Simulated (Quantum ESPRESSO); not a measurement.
# Magnetic state of CaRhO3 from several starts, part 2 of 2

Does CaRhO3 prefer parallel or opposed moments?

Quantum ESPRESSO 7.5; PBEsol with U = 2 eV on Rh d (ortho-atomic projectors); plane waves with GBRV 1.5 PBEsol potentials, no spin-orbit coupling.

So far, absolute magnetization (μB): step 2 (run 1 (ferro ++)) 2.05.

### Step 3. Start 2: antiferro +−

Input file pw.in:

```
&CONTROL
  calculation = 'scf'
  prefix = 'pwscf'
  outdir = './tmp'
  pseudo_dir = './pseudo'
  disk_io = 'nowf'
/
&SYSTEM
  ibrav = 0
  celldm(1) = 8
  nat = 10
  ntyp = 4
  ecutwfc = 40
  ecutrho = 280
  nbnd = 57
  occupations = 'smearing'
  smearing = 'fd'
  degauss = 0.00367493
  nspin = 2
  starting_magnetization(1) = 0
  starting_magnetization(2) = 0.0667
  starting_magnetization(3) = -0.0667
  starting_magnetization(4) = 0
/
&ELECTRONS
  conv_thr = 2d-08
  electron_maxstep = 150
  mixing_beta = 0.3
/
ATOMIC_SPECIES
Ca     40.0780 ca_pbesol_v1.uspp.F.UPF
Rh1   102.9055 rh_pbesol_v1.4.uspp.F.UPF
Rh2   102.9055 rh_pbesol_v1.4.uspp.F.UPF
O      15.9990 o_pbesol_v1.2.uspp.F.UPF
CELL_PARAMETERS alat
   0.3676865892533   -1.1576842395426    0.0000000000000
   0.3676865892533    1.1576842395426    0.0000000000000
   0.0000000000000    0.0000000000000    1.7238048827838
ATOMIC_POSITIONS crystal
Ca      0.7498370300    0.2501629700    0.2500000000
Ca      0.2501629700    0.7498370300    0.7500000000
Rh1     0.0000000000    0.0000000000    0.5000000000
Rh2     0.0000000000    0.0000000000    0.0000000000
O       0.0755089500    0.9244910500    0.2500000000
O       0.9244910500    0.0755089500    0.7500000000
O       0.3734113300    0.6265886700    0.4478044100
O       0.6265886700    0.3734113300    0.5521955900
O       0.3734113300    0.6265886700    0.0521955900
O       0.6265886700    0.3734113300    0.9478044100
K_POINTS automatic
6 6 6 0 0 0
HUBBARD {ortho-atomic}
U Rh1-4d 2.0000
U Rh2-4d 2.0000
```

Started as:

```console
$ OMP_NUM_THREADS=1 mpirun -n 4 pw.x -nk 4 -in pw.in > pw.out
```

Log:

```text
[banner, memory and clock lines left out]
Program PWSCF v.7.5 starts

     Message from routine setup:
     using ibrav=0 with symmetry is DISCOURAGED, use correct ibrav instead

     bravais-lattice index     =            0
     lattice parameter (alat)  =       8.0000  a.u.
     unit-cell volume          =     751.3737 (a.u.)^3
     number of atoms/cell      =           10
     number of atomic types    =            4
     number of electrons       =        86.00
     number of Kohn-Sham states=           57
     kinetic-energy cutoff     =      40.0000  Ry
     charge density cutoff     =     280.0000  Ry
     scf convergence threshold =      2.0E-08
     mixing beta               =       0.3000
     number of iterations used =            8  plain     mixing
     Exchange-correlation= SLA  PW   PSX  PSC
                           (   1   4  10   8   0   0   0)
     Hubbard projectors: ortho-atomic
     Hubbard parameters of DFT+U (Dudarev formulation) in eV:
     U(Rh1-4d) =  2.0000
     U(Rh2-4d) =  2.0000

     Internal variables: lda_plus_u =T, lda_plus_u_kind = 0

     Internal variables: orbital_resolved =F, hub_pot_fix =F, apply_U = F

     celldm(1)=   8.000000  celldm(2)=   0.000000  celldm(3)=   0.000000
     celldm(4)=   0.000000  celldm(5)=   0.000000  celldm(6)=   0.000000

     crystal axes: (cart. coord. in units of alat)
               a(1) = (   0.367687  -1.157684   0.000000 )
               a(2) = (   0.367687   1.157684   0.000000 )
               a(3) = (   0.000000   0.000000   1.723805 )

     reciprocal axes: (cart. coord. in units 2 pi/alat)
               b(1) = (  1.359854 -0.431897  0.000000 )
               b(2) = (  1.359854  0.431897 -0.000000 )
               b(3) = ( -0.000000  0.000000  0.580112 )

     PseudoPot. # 1 for Ca read from file:
     ca_pbesol_v1.uspp.F.UPF
     Pseudo is Ultrasoft + core correction, Zval = 10.0

     PseudoPot. # 2 for Rh read from file:
     rh_pbesol_v1.4.uspp.F.UPF
     Pseudo is Ultrasoft + core correction, Zval = 15.0

     PseudoPot. # 3 for Rh read from file:
     rh_pbesol_v1.4.uspp.F.UPF
     Pseudo is Ultrasoft + core correction, Zval = 15.0

     PseudoPot. # 4 for O  read from file:
     o_pbesol_v1.2.uspp.F.UPF
     Pseudo is Ultrasoft + core correction, Zval =  6.0

     atomic species   valence    mass     pseudopotential
     Ca               10.00    40.07800     Ca( 1.00)
     Rh1              15.00   102.90550     Rh( 1.00)
     Rh2              15.00   102.90550     Rh( 1.00)
     O                 6.00    15.99900     O ( 1.00)

     Starting magnetic structure
     atomic species   magnetization
     Ca              0.000
     Rh1             0.067
     Rh2            -0.067
     O               0.000

      4 Sym. Ops., with inversion, found

   Cartesian axes

     site n.     atom                  positions (alat units)
         1        Ca     tau(   1) = (   0.3676866  -0.5784648   0.4309512  )
         2        Ca     tau(   2) = (   0.3676866   0.5784648   1.2928537  )
         3        Rh1    tau(   3) = (   0.0000000   0.0000000   0.8619024  )
         4        Rh2    tau(   4) = (   0.0000000   0.0000000   0.0000000  )
         5        O      tau(   5) = (   0.3676866   0.9828532   0.4309512  )
         6        O      tau(   6) = (   0.3676866  -0.9828532   1.2928537  )
         7        O      tau(   7) = (   0.3676866   0.2930994   0.7719274  )
         8        O      tau(   8) = (   0.3676866  -0.2930994   0.9518775  )
         9        O      tau(   9) = (   0.3676866   0.2930994   0.0899750  )
        10        O      tau(  10) = (   0.3676866  -0.2930994   1.6338299  )

     number of k points=    68  Fermi-Dirac smearing, width (Ry)=  0.0037
                       cart. coord. in units 2pi/alat
        k(    1) = (   0.0000000   0.0000000   0.0000000), wk =   0.0046296
        k(    2) = (   0.0000000   0.0000000   0.0966853), wk =   0.0092593
        k(    3) = (   0.0000000   0.0000000   0.1933707), wk =   0.0092593
        k(    4) = (   0.0000000   0.0000000  -0.2900560), wk =   0.0046296
        k(    5) = (   0.2266423   0.0719828   0.0000000), wk =   0.0185185
        [... 63 further k-points ...]

     Dense  grid:    59387 G-vectors     FFT dimensions: (  54,  54,  75)

     Smooth grid:    25645 G-vectors     FFT dimensions: (  40,  40,  60)

     Check: negative core charge=   -0.000002
     Generating pointlists ...
     new r_m :   0.2252 (alat units)  1.8018 (a.u.) for type    1
     new r_m :   0.1918 (alat units)  1.5347 (a.u.) for type    2
     new r_m :   0.1918 (alat units)  1.5347 (a.u.) for type    3
     new r_m :   0.1918 (alat units)  1.5347 (a.u.) for type    4

     Initial potential from superposition of free atoms

     starting charge      84.9895, renormalised to      86.0000

     negative rho (up, down):  5.345E-02 5.369E-02

     STARTING HUBBARD OCCUPATIONS:

     =================== HUBBARD OCCUPATIONS ===================
     ------------------------ ATOM    3 ------------------------
     Tr[ns(  3)] (up, down, total) =   5.00000  2.50000  7.50000
     Atomic magnetic moment for atom   3 =   2.50000
     [... lines left out ...]
     ------------------------ ATOM    4 ------------------------
     Tr[ns(  4)] (up, down, total) =   2.50000  5.00000  7.50000
     Atomic magnetic moment for atom   4 =  -2.50000
     [... lines left out ...]
     Number of occupied Hubbard levels =   15.0000

     Atomic wfc used for Hubbard projectors are orthogonalized

     Starting wfcs are   68 randomized atomic wfcs

     Self-consistent Calculation

     iteration #  1     ecut=    40.00 Ry     beta= 0.30
     Davidson diagonalization with overlap
     ethr =  1.00E-02,  avg # of iterations =  2.0

     =================== HUBBARD OCCUPATIONS ===================
     ------------------------ ATOM    3 ------------------------
     Tr[ns(  3)] (up, down, total) =   3.54008  2.54929  6.08937
     Atomic magnetic moment for atom   3 =   0.99079
     [... lines left out ...]
     ------------------------ ATOM    4 ------------------------
     Tr[ns(  4)] (up, down, total) =   2.54934  3.54004  6.08938
     Atomic magnetic moment for atom   4 =  -0.99070
     [... lines left out ...]
     Number of occupied Hubbard levels =   12.1787

     negative rho (up, down):  5.604E-02 5.601E-02

     total energy              =    -684.58371630 Ry
     estimated scf accuracy    <       4.12945034 Ry

     total magnetization       =     0.00 Bohr mag/cell
     absolute magnetization    =     2.18 Bohr mag/cell

     iteration #  2     ecut=    40.00 Ry     beta= 0.30
     Davidson diagonalization with overlap
     ethr =  4.80E-03,  avg # of iterations =  2.0

     negative rho (up, down):  5.634E-02 5.620E-02

     total energy              =    -685.42968303 Ry
     estimated scf accuracy    <       0.89119122 Ry

     total magnetization       =    -0.00 Bohr mag/cell
     absolute magnetization    =     1.32 Bohr mag/cell

     [... further iterations left out ...]

     iteration # 17     ecut=    40.00 Ry     beta= 0.30
     Davidson diagonalization with overlap
     ethr =  4.14E-11,  avg # of iterations =  2.0

     negative rho (up, down):  5.904E-02 5.869E-02

     total energy              =    -685.58032975 Ry
     estimated scf accuracy    <       0.00000013 Ry

     total magnetization       =     0.00 Bohr mag/cell
     absolute magnetization    =     1.47 Bohr mag/cell

     iteration # 18     ecut=    40.00 Ry     beta= 0.30
     Davidson diagonalization with overlap
     ethr =  4.14E-11,  avg # of iterations =  1.8

     negative rho (up, down):  5.904E-02 5.869E-02

     Magnetic moment per site  (integrated on atomic sphere of radius R)
     atom   1 (R=0.225)  charge=  7.5667  magn= -0.0000
     atom   2 (R=0.225)  charge=  7.5667  magn= -0.0000
     atom   3 (R=0.192)  charge= 10.4939  magn=  0.3984
     atom   4 (R=0.192)  charge= 10.4959  magn= -0.3985
     atom   5 (R=0.192)  charge=  5.3965  magn= -0.0000
     atom   6 (R=0.192)  charge=  5.3965  magn= -0.0000
     atom   7 (R=0.192)  charge=  5.3588  magn=  0.0822
     atom   8 (R=0.192)  charge=  5.3588  magn=  0.0822
     atom   9 (R=0.192)  charge=  5.3589  magn= -0.0822
     atom  10 (R=0.192)  charge=  5.3589  magn= -0.0822

     End of self-consistent calculation

     =================== HUBBARD OCCUPATIONS ===================
     ------------------------ ATOM    3 ------------------------
     Tr[ns(  3)] (up, down, total) =   3.89993  3.42242  7.32236
     Atomic magnetic moment for atom   3 =   0.47751
     [... lines left out ...]
     ------------------------ ATOM    4 ------------------------
     Tr[ns(  4)] (up, down, total) =   3.42236  3.89993  7.32228
     Atomic magnetic moment for atom   4 =  -0.47757
     [... lines left out ...]
     Number of occupied Hubbard levels =   14.6446

     Number of k-points >= 100: set verbosity='high' to print the bands.

     the Fermi energy is    11.0949 ev

!    total energy              =    -685.58032977 Ry
     estimated scf accuracy    <          7.3E-09 Ry
     smearing contrib. (-TS)   =      -0.00222424 Ry
     internal energy E=F+TS    =    -685.57810553 Ry

     The total energy is F=E-TS. E is the sum of the following terms:
     one-electron contribution =    -182.61175049 Ry
     hartree contribution      =     145.55723428 Ry
     xc contribution           =    -126.27895044 Ry
     ewald contribution        =    -522.45346145 Ry
     Hubbard energy            =       0.20882257 Ry

     total magnetization       =    -0.00 Bohr mag/cell
     absolute magnetization    =     1.47 Bohr mag/cell

     convergence has been achieved in  18 iterations
```

The job ended after 4.3 min (4 MPI ranks of Arm Neoverse V2, shared host; peak memory 1.2 GiB).

Spin moment in the atom's sphere by atom:

```
atom  spin moment in the atom's sphere (μB)
 Ca1                                  0.000
 Ca2                                  0.000
 Rh3                                  0.398
 Rh4                                 -0.399
  O5                                  0.000
  O6                                  0.000
  O7                                  0.082
  O8                                  0.082
  O9                                 -0.082
 O10                                 -0.082
```

Read from the output:

```yaml
smearing_term_ts: 0.03026 eV
magnetization: 0 μB
absolute_magnetization: 1.466 μB
final_state: antiferromagnetic
```

### Step 4. Ranking

An order is kept where moments of 0.15 μB or more survive with the typed signs; meshes match where a doubled cell samples the same k points as the first cell.

Orders:

| start | final state | typed order kept | energy over the lowest (meV a seeded atom) | largest site moment (μB) | net moment (μB a cell of the first run) | mesh matched | CPU time (s) |
| --- | --- | --- | --- | --- | --- | --- | --- |
| ferro ++ | ferromagnetic | yes | 0 | 0.44 | 1.997 | yes | 615.5 |
| antiferro +- | antiferromagnetic | yes | 34.47 | 0.3985 | 0 | yes | 1022 |

### Step 5. Occupations of the corrected shells in the lowest state

Occupations of the Hubbard shells:

| block | type | shell | spin | electrons | occupation numbers |
| --- | --- | --- | --- | --- | --- |
| 3 | Rh | 4d | up | 3.923 | 0.474 0.495 0.975 0.983 0.997 |
| 3 | Rh | 4d | down | 3.404 | 0.458 0.489 0.607 0.878 0.972 |
| 4 | Rh | 4d | up | 3.923 | 0.474 0.495 0.975 0.983 0.997 |
| 4 | Rh | 4d | down | 3.404 | 0.458 0.489 0.607 0.878 0.972 |

### Step 6. What came out

```
lowest state found      : ferromagnetic (from ferro ++)
largest site moment     : 0.440 μB
next state with moments : antiferromagnetic, 34.5 meV a seeded atom higher
```

In words: This is the lowest of 2 collinear or spinless starts, no proof of the ground state.

[Logs and program files are shortened in this print: banners, set-up blocks, solver, clock and traceback lines can be left out without a mark of their own.]

[Logs are printed without paths, hosts, clocks, repeated set-up lines and the standing remarks that a program may print on its own settings, such as how far it seeks lower states.]

[Hosts, paths, dates, database ids (printed as entryN), source tags and the programs' standing remarks are cut or masked in the printed files.]

[Where a cell is said to come from a database of computed structures, the database is the Materials Project.]
